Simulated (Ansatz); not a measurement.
# Phonons of Pd-Ir-Pd stack of (111) layers, part 2 of 2

The plan: relax Pd-Ir-Pd stack of (111) layers, check its phonons, and, if the lattice is stable, compute its Eliashberg function and ρ(T).

Ansatz 0.2.0; DFT PBE, scalar-relativistic, plane waves, PAW; PAW set soft_1.

So far. Step 3 (Relaxing tightly for phonons): Little changed from the start: no atom moved by 0.005 Å and no cell edge by 0.1 %.

## 4. Lattice stability: q 2×2×1, k 6×6×1

Couplings are defined for a stable lattice alone, so phonons come first.

Contents of input.yaml:

```yaml
crystal:
  lattice:
    - [2.723033805, 2.895e-06, 0.0]
    - [-1.3615194096, 2.358215003, 0.0]
    - [0.0, 0.0, 32.6681001532]
  atoms:
    - { symbol: Pd, position: [0.0, 0.0, 0.167193955] }
    - { symbol: Ir, position: [0.3333333333, 0.6666666667, 0.2362250931] }
    - { symbol: Pd, position: [0.6666666667, 0.3333333333, 0.3052562312] }
  periodic: [true, true, false]
kpoints:
  mp_grid: { grid: [6, 6, 1] }
hamiltonian:
  xc: pbe
  pseudopotentials: { kind: paw, azcp: { folder: soft_1 } }
scf:
  occupations: { method: methfessel_paxton, width: 0.2 }
output:
  eigenvalues: true
phonons:
  method: dfpt
  qmesh: [2, 2, 1]
  temperatures: { t_max: 1000, t_step: 50 }
  qpath:
    path:
      - [0.0, 0.0, 0.0]
      - [0.5, 0.0, 0.0]
      - [0.33333333, 0.33333333, 0.0]
      - [0.0, 0.0, 0.0]
    npoints: 10
```

Command:

```sh
ansatz run input.yaml --threads 4 --pin off --max-ram 12288MiB --backend cpu --events-out ev --progress --plain --runs-dir out
```

Numbers of over 12 decimals in the logs are rounded to 6 here.

The log of the run:

```text
Warning: crystal.symmetry: narrowed to the stabiliser of the run's FFT grids — unitary ops 12 → 6. A phonons.method: dfpt run fills in the rows of the dynamical matrix that it does not solve by its symmetry operations, which is exact only for operations that map its FFT grids onto themselves: filled in by any other, the frequencies could depend on the order in which like atoms are typed, or, by more than the grids' own error, on where the crystal sits among the grids' points. Excluded: 6 operations. The run can therefore solve more perturbations, solve them on more k-points, or both, and cost more. [rest of the remark cut]
[...]
Crystal: 3 atoms, lattice volume = 209.778 Å³
Basis set: ecut = 420 eV, 4159 PW (Γ), exchange–correlation on 40×40×450 points (8 copies of the dense FFT grid, shifted against one another)
Bands: 32, of which v1, the nominal top of the filled ones, is band 27 counted from 1 (26 counted from 0)
Symmetry: 12 space group operations
k-points: 7 of 36 (irreducible under 6 space group operations, time reversal used)
[...]
SCF iter   1: F=—  HF=-25888.368254 eV  |F-HF|=—  |Δ(HF+E_count)|=         —  Δρ=1.26e-1  dr2=8.84e1  ethr=3.10e-3  ⟨swp⟩=14.3  Hψ=1724  notcnv=0
[...]
SCF iter  16: F=-25881.277796 eV  HF=-25881.277796 eV  |F-HF|=1.27e-10  |Δ(HF+E_count)|=  9.09e-11  S|Δr|=    0.00e0  Δρ=4.98e-8  dr2=4.30e-12  ethr=1.00e-12  ⟨swp⟩=9.4  Hψ=1471  notcnv=0
SCF 1 converged in 16 iterations: F = -25881.277796 eV  dr2 = 4.30e-12
[...]
phonons: the bands overlap, so this run is a metal and interpolates without the dipole-dipole term. If the crystal is really an insulator or semiconductor, its LO-TO splitting is missing
NSCF: frozen V_eff on 7 k-points
[...]
DFPT response loops at q = (0, 0, 0) (fractional): preconditioner auto → none (partly filled bands, converged f_vac=0.744); β = 0.50; Broyden in place of MSR1
[...]
SCF converged after 16 iterations
Stability not checked: this state was not tested for a lower state beside it, because cold or Methfessel-Paxton smearing, or corrected tetrahedra, fill the levels in a way that the test cannot read (fill_not_monotonic; see scf.lower_state_search)
Free energy (F): -25881.277796 eV
[...]
Internal energy: -25881.283118 eV  (E = F + TS)
E sigma→0 (E₀):  -25881.279126 eV
Entropy (-TS):   0.005322 eV (1.774 meV/atom)
Fermi energy:    -5.005627 eV
[...]
--- Band table (eV; the first three rows and the last of 7) ---
  k-point 0: bands = [... 23 lower, -6.1728, -6.1728, -6.0850, -6.0850, -5.4996, -4.8274, -4.8274, -4.1835, ... 1 higher]
  k-point 1: bands = [... 23 lower, -7.1025, -6.7966, -6.4878, -5.9874, -5.4780, -4.8138, -4.0227, -1.8192, ... 1 higher]
  k-point 2: bands = [... 23 lower, -5.9317, -5.8688, -5.7975, -4.9624, -4.8082, -4.5750, -2.0010, 1.0176, ... 1 higher]
  k-point 6: bands = [... 23 lower, -6.5418, -5.5602, -5.5602, -4.7768, 0.5232, 1.8072, 1.8072, 2.1822, ... 1 higher]
--- Phonons (Γ-DFPT): 6 representative perturbations + reference (Σ response iterations 35) ---
  ASR residual: 1.156e-4 → 0.000e0 eV/Å²; symmetrization residual: 6.804e-5 eV/Å²
  The last average, over the group as it would stand without the narrowing to the FFT grids, took up to 1.377e-5 eV/Å² of the zone centre's force constants
  ASR residual per site (eV/Å²): 1.16e-4 1.09e-4 9.42e-5
  Γ frequencies (cm⁻¹): 0.00 0.00 0.00 61.00 61.00 92.95 92.95 123.23 170.85
--- Phonons (arbitrary-q DFPT): 2 irreducible q on the 2×2×1 mesh ---
  q = [0.0000, 0.0000, 0.0000] (star 1, of the zone-centre solve; hermiticity 8.25e-6, symmetrization 3.14e-6, taken by the last average 1.27e-6): -0.00 -0.00 0.00 61.00 61.00 92.95 92.95 123.23 170.85
  q = [0.0000, -0.5000, 0.0000] (star 3, 9 solved perturbations in 159 linear systems a pass and spin channel, the states on 20 of 36 k-point pairs; hermiticity 5.58e-6, symmetrization 1.43e-6, taken by the last average 7.14e-7): -79.73 94.35 107.74 129.62 143.76 152.22 156.22 221.40 227.55
  sum rule: each row above includes the acoustic sum rule's correction from the zone centre's row sums; it moved no ω² by more than (0.54 cm⁻¹)²
  mesh force constants: q→R imaginary residual 2.20e-17; ASR residual 1.156e-4 → 0.000e0 eV/Å²; symmetrization residual 7.105e-15 eV/Å²
  interpolated dispersion: 31 rows × 9 modes
  density of states and harmonic sums: on the 26×26×1 q-mesh, interpolated from the force constants of a 2×2×1 supercell (no non-analytic term)
  largest difference from the sums on the solved wave vectors: F 1.49e-1 eV, S 2.01e-4 and C_V 5.23e-5 eV/K
  zero-point energy: 0.068291 eV/cell   skipped modes (ω ≤ 0): 63, of them read as no rigid motion or as one in doubt: 60 (8.920e-1 modes/cell left out, lowest -79.73 cm⁻¹)   left out of the sums: 9.96e-2 of the cell's modes: C_V's classical limit lies that fraction below 3 k_B per atom; for a crystal, a wire or a layer, F and S can be off by more, and a phonons.interpolated_qmesh denser along its periods is the remedy for the sampling
```

It took 62 s on 4 threads of Arm Neoverse V2, shared host; peak memory 0.92 GiB.

This step gave:

| Quantity | Value |
| --- | --- |
| share of imaginary modes in the plain interpolation between solved wavevectors | 0.0983 |
| highest frequency, solved or plainly interpolated | 227.6 cm⁻¹ |

Solved on the 2×2×1 mesh alone; all other wavevectors are interpolated. The phonon branches at the labelled points (cm⁻¹):

```csv
point,branch 1,branch 2,branch 3,branch 4,branch 5,branch 6,branch 7,branch 8,branch 9
Γ,0,0,0,61,61,93,93,123,171
halfway,-46,55,78,111,124,140,152,164,174
M,-80,94,108,130,144,152,156,221,228
halfway,-61,89,91,140,153,168,169,216,221
K,46,46,86,149,149,198,200,200,203
halfway,-40,42,93,129,130,145,154,175,182
Γ,0,0,0,61,61,93,93,123,171
```

The phonon branches as a text plot (rows in cm⁻¹):

```
    221 |               *************
    208 |             ****          **************
    196 |           ****                *****     **
    183 |           **               ***   ****     **
    170 |***********              ***          ***  *************
    157 |         **********************   **************
    144 |       ****************   **********************
    132 |   ******  ***************                 **   *******
    119 |***  ********                                ***       *
    106 |   ****  **    **********             *****     ****
     93 |*****  **  ****  **************   ****     **   ********
     80 |     **  **  ****          **  ***           ***  **
     68 | ****  **  **                **                 **  ***
     55 |*    **  **                    *  *********            *
     42 |     ****                       **         **     **
     29 |   **                          *             **********
     16 | **                               **            *******
      4 |*  ****                                                *
     -9 | **                                                 ***
    -22 |                             **              ***
    -35 |       **                   *       **     **
    -48 |         **                *          *****
    -60 |           **             *
    -73 |             *************
         Γ                   M           K                      Γ
```

Lowest modes at the softest wavevector of the mesh. Modes at q = (0.500, 0.000, 0.000), with each element's share of the kinetic energy (negative means imaginary):

```csv
mode,frequency (cm⁻¹),Pd %,Ir %
1,-79.7,25,75
2,94.4,5,95
3,107.7,14,86
4,129.6,100,0
5,143.8,100,0
6,152.2,86,14
```

Displacements in mode 1 (-79.7 cm⁻¹), the largest set to 1, in the home cell:
```
Pd1 -0.04 -0.03  0.66
Ir2  1.00  0.58  0.40
Pd3 -0.04 -0.03  0.66
```

Displacements in mode 3 (107.7 cm⁻¹), the largest set to 1, in the home cell:
```
Pd1 -0.22  0.39  0.00
Ir2 -0.58  1.00  0.00
Pd3 -0.22  0.39  0.00
```

Among the solved wavevectors the lowest mode, translations apart, is -79.7 cm⁻¹, imaginary.

## 5. Phonons by linear response: q 3×3×1, k 9×9×1

An imaginary mode on so few k-points may come from the sampling, so the phonons are repeated with another q and k mesh.

input.yaml: that of step 4 with these lines changed.

```diff
@@ -11,3 +11,3 @@
 kpoints:
-  mp_grid: { grid: [6, 6, 1] }
+  mp_grid: { grid: [9, 9, 1] }
 hamiltonian:
@@ -21,3 +21,3 @@
   method: dfpt
-  qmesh: [2, 2, 1]
+  qmesh: [3, 3, 1]
   temperatures: { t_max: 1000, t_step: 50 }
```

The log of the run:

```text
[...]
Crystal: 3 atoms, lattice volume = 209.778 Å³
Basis set: ecut = 420 eV, 4159 PW (Γ), exchange–correlation on 40×40×450 points (8 copies of the dense FFT grid, shifted against one another)
Bands: 32, of which v1, the nominal top of the filled ones, is band 27 counted from 1 (26 counted from 0)
Symmetry: 12 space group operations
k-points: 12 of 81 (irreducible under 6 space group operations, time reversal used)
[...]
SCF iter   1: F=—  HF=-25888.400484 eV  |F-HF|=—  |Δ(HF+E_count)|=         —  Δρ=1.24e-1  dr2=8.66e1  ethr=3.10e-3  ⟨swp⟩=13.6  Hψ=2913  notcnv=0
[...]
SCF iter  15: F=-25881.260554 eV  HF=-25881.260554 eV  |F-HF|=4.37e-11  |Δ(HF+E_count)|=  1.09e-10  S|Δr|=    0.00e0  Δρ=3.84e-8  dr2=5.26e-12  ethr=1.00e-12  ⟨swp⟩=20.3  Hψ=3810  notcnv=0
SCF 1 converged in 15 iterations: F = -25881.260554 eV  dr2 = 5.26e-12
[...]
WARN: eigensolver did not converge (k=0): 1 band(s) unlocked after 2 eigensolves, warm-restarted (20 sweeps on the last) at ethr=1.97e-12 eV (storage-precision floor; scheduled 1.00e-12 eV) (lowest unlocked band 31, counted from 0; max residual 5.78e-4 eV among the unlocked bands, 5.78e-4 eV over every band; other slots of this pass that fall short are told together in one closing line; warning suppressed until the next SCF loop or pass starts)
WARN: eigensolver did not converge in 9 slots of this pass, the one above among them; of largest residual over every band (k=0): 1 band(s) unlocked (lowest unlocked band 31, counted from 0; max residual 5.78e-4 eV among the unlocked bands, 5.78e-4 eV over every band); of lowest unlocked band (k=0): band 31
[...]
SCF converged after 15 iterations
[...]
Free energy (F): -25881.260554 eV
[...]
Internal energy: -25881.274960 eV  (E = F + TS)
E sigma→0 (E₀):  -25881.264156 eV
Entropy (-TS):   0.014406 eV (4.802 meV/atom)
Fermi energy:    -5.111809 eV
[...]
--- Band table (eV; the first three rows and the last of 12) ---
  k-point 0: bands = [... 23 lower, -6.2479, -6.2479, -6.1612, -6.1612, -5.5421, -4.8965, -4.8965, -4.2273, ... 1 higher]
  k-point 1: bands = [... 23 lower, -6.8587, -6.5598, -6.4545, -6.0953, -5.5352, -4.8863, -4.6690, -2.8006, ... 1 higher]
  k-point 2: bands = [... 23 lower, -6.9448, -6.8286, -6.5603, -5.9500, -5.3813, -4.8898, -3.4479, -0.9235, ... 1 higher]
  k-point 11: bands = [... 23 lower, -6.6216, -5.6377, -5.6377, -4.8527, 0.4388, 1.7318, 1.7318, 2.1130, ... 1 higher]
[...]
ASR residual: 1.511e-4 → 0.000e0 eV/Å²; symmetrization residual: 8.049e-5 eV/Å²
[...]
ASR residual per site (eV/Å²): 3.33e-5 1.51e-4 3.48e-5
  Γ frequencies (cm⁻¹): 0.00 0.00 0.00 58.81 58.81 93.59 93.59 125.16 170.69
--- Phonons (arbitrary-q DFPT): 3 irreducible q on the 3×3×1 mesh ---
[...]
interpolated dispersion: 31 rows × 9 modes
[...]
```

Elapsed: 3.9 min, on 4 threads; peak memory 1.5 GiB.

This step gave:

```yaml
share_of_imaginary_modes_in_the_plain_interpolation_between_solved_wavevectors: 0.0086
highest_frequency_solved_or_plainly_interpolated: 223.2 cm⁻¹
```

Solved on the 3×3×1 mesh alone; all other wavevectors are interpolated. The phonon branches at the labelled points (cm⁻¹):

```csv
point,branch 1,branch 2,branch 3,branch 4,branch 5,branch 6,branch 7,branch 8,branch 9
Γ,0,0,0,59,59,94,94,125,171
halfway,55,86,87,108,127,130,158,165,176
M,45,77,95,123,139,146,168,221,223
halfway,44,48,82,128,148,162,166,214,215
K,-35,-35,78,138,138,192,193,193,194
halfway,62,79,96,123,124,141,158,176,183
Γ,0,0,0,59,59,94,94,125,171
```

The phonon branches as a text plot (rows in cm⁻¹):

```
    218 |               ************
    207 |             ****          ****     *****
    196 |             **                *****  *****
    185 |           **                ***  **       **
    175 |***      **                **       **     *****    ****
    164 |   *************************          *****     ****
    153 |       ****           *****              *******
    142 |     ****    ************* ******************   **
    132 | ****    ********        *******  *********  **********
    121 |*    ****  **  **********                  *******     *
    110 |   ****  **                                  *******
     99 | ****  **      *******                     **       ***
     89 |*  ****  ********     ****               **  *******   *
     78 |     ****        ******   **************************
     67 | ******                **             *******   *******
     56 |*  **    ******          *            ***    ***       *
     45 |   **  **      ************         **          ****
     35 | **  **                    *        **            *****
     24 | ****                       *                       ***
     13 | **                                                 ***
      2 |*                           *                          *
     -8 |
    -19 |                             **   **
    -30 |                             *******
         Γ                   M           K                      Γ
```

Lowest modes at the softest wavevector of the mesh. Modes at q = (0.333, 0.333, 0.000), with each element's share of the kinetic energy (negative means imaginary):

```csv
mode,frequency (cm⁻¹),Pd %,Ir %
1,-35.4,15,85
2,-35.4,15,85
3,77.7,4,96
4,137.5,88,12
5,137.5,88,12
6,192.5,96,4
```

Displacements in mode 2 (-35.4 cm⁻¹), the largest set to 1, in the home cell (x, y, z of the real part, then of the imaginary part):
```
Pd1  0.01 -0.05 -0.48 -0.05 -0.01  0.10
Ir2 -0.23 -1.00  0.00 -0.25  0.03  0.00
Pd3  0.07  0.06  0.08 -0.06  0.07  0.29
```

Displacements in mode 6 (192.5 cm⁻¹), the largest set to 1, in the home cell (x, y, z of the real part, then of the imaginary part):
```
Pd1  0.00  1.00  0.00 -1.00  0.00  0.00
Ir2  0.00  0.00 -0.29  0.00  0.00  0.00
Pd3  0.87 -0.50  0.00 -0.50 -0.87  0.00
```

The modes has structure finer than the step of the table below, so its rows give means over 10 cm⁻¹, whole bins alone (the curve runs from -45.4 to 239 cm⁻¹). Peaks (cm⁻¹: height): Ir 56.7: 0.0371, 80.0: 0.0602, 92.5: 0.0523, 165.9: 0.0384; Pd 81.8: 0.0297, 126.5: 0.104, 144.4: 0.0729, 165.9: 0.0697, 205.3: 0.0602.

Phonopy on the run's constants, 21x21x1 mesh, Gaussian sigma 2.0 cm⁻¹. Modes against wavenumber; means over each step; values in 1/cm⁻¹/cell:

```csv
wavenumber (cm⁻¹),Ir,Pd
-40,4.8e-4,8.2e-5
-30,0.00300,4.6e-4
-20,0.00189,4.5e-4
-10,0.00119,1.5e-4
0,3.5e-4,3.5e-4
10,0.00172,7.5e-4
20,0.00574,0.00259
30,0.00492,0.00325
40,0.0134,0.00674
50,0.0303,0.0157
60,0.0287,0.0156
70,0.0186,0.0120
80,0.0504,0.0248
90,0.0437,0.0228
100,0.0108,0.0153
110,0.00402,0.0157
120,0.00729,0.0416
130,0.0104,0.0782
140,0.00989,0.0583
150,0.00962,0.0434
160,0.0202,0.0423
170,0.0179,0.0430
180,0.00158,0.0226
190,0.00101,0.0203
200,0.00117,0.0387
210,0.00117,0.0481
220,6.4e-4,0.0264
230,1.7e-5,4.6e-4
```

No LO-TO term; unit eigenvectors of the mass-weighted matrix. Modes at Γ, with each element's share of the kinetic energy:

```csv
mode,frequency (cm⁻¹),symmetry,Pd %,Ir %
1,0.0,unnamed,53,47
2,0.0,unnamed,53,47
3,0.0,unnamed,53,47
4,58.8,Eg,100,0
5,58.8,Eg,100,0
6,93.6,Eu,47,53
7,93.6,Eu,47,53
8,125.2,A1g,100,0
9,170.7,A2u,47,53
```

Displacements in mode 5 (58.8 cm⁻¹), the largest set to 1:
```
Pd1  1.00 -0.22  0.00
Ir2  0.00  0.00  0.00
Pd3 -1.00  0.22  0.00
```

Displacements in mode 7 (93.6 cm⁻¹), the largest set to 1:
```
Pd1 -0.90 -0.28  0.00
Ir2  1.00  0.31  0.00
Pd3 -0.90 -0.28  0.00
```

Among the solved wavevectors the lowest mode, translations apart, is -35.4 cm⁻¹, imaginary.

## 6. Summary of results

| Property | Result |
| --- | --- |
| phonon run of the rows without a label of their own | PBE, q 3×3×1, k 9×9×1 |
| softest mode on the q mesh | -35.4 cm⁻¹ at q = (0.333, 0.333, 0) |
| highest frequency, solved or plainly interpolated | 223 cm⁻¹ |

In words: The lattice is dynamically unstable at this level: a mode at q = (0.333, 0.333, 0) is imaginary, 35.4i cm⁻¹, so no harmonic coupling constant or resistivity is defined for this structure. These meshes are coarse, and single modes of a metal can move by tens of cm⁻¹ with the k mesh. The coarser mesh found an imaginary mode at another wavevector, which this mesh lacks. Spin–orbit coupling, left out here, matters for Ir. The structure was built by hand as an ordered model, and its stability against other phases was not tested.

[Logs are printed without paths, hosts, clocks, repeated set-up lines and the standing remarks that a program may print on its own settings, such as how far it seeks lower states.]

[Hosts, paths, dates, database ids (printed as entryN), source tags and the programs' standing remarks are cut or masked in the printed files.]
